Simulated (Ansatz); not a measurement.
**A computed optical spectrum**

Method: Ansatz, revPBE, independent particles, without spin-orbit coupling, line width 0.2 eV (Gaussian); metals get a typed carrier damping. The response is along the first axis of the cell.

```csv
E (eV),Im ε
0.00,0.00
0.25,0.00
0.50,0.00
0.75,0.00
1.00,0.05
1.25,0.99
1.50,2.68
1.75,3.11
2.00,3.19
2.25,3.73
2.50,4.47
2.75,4.46
3.00,3.95
3.25,4.39
3.50,5.21
3.75,5.25
4.00,4.96
4.25,5.04
4.50,5.33
4.75,5.76
5.00,5.74
5.25,5.85
5.50,5.40
5.75,5.18
6.00,5.38
6.25,5.44
6.50,5.06
6.75,4.09
7.00,3.24
7.25,2.58
7.50,2.02
7.75,2.16
8.00,1.89
```

Question: All candidates were run at this level. Which one is shown?
A. Ba2PF (R-3m)
B. NaLiH2O2 (Amm2)
C. ZnH2S2 (C2/m)

Answer: A. Ba2PF (R-3m): least direct gap 1.26 eV, ε∞ = 6.72 along the first axis, strongest peak along the first axis at 5.19 eV. The others: ZnH2S2 (C2/m), least direct gap 2.81 eV, ε∞ = 4.99 along the first axis, strongest peak along the first axis at 5.24 eV; NaLiH2O2 (Amm2), least direct gap 3.33 eV, ε∞ = 2.35 along the first axis, strongest peak along the first axis at 11.69 eV.

Note: cells built here by substitution need not match a known phase.

[Logs are printed without paths, hosts, clocks, repeated set-up lines and the standing remarks that a program may print on its own settings, such as how far it seeks lower states.]
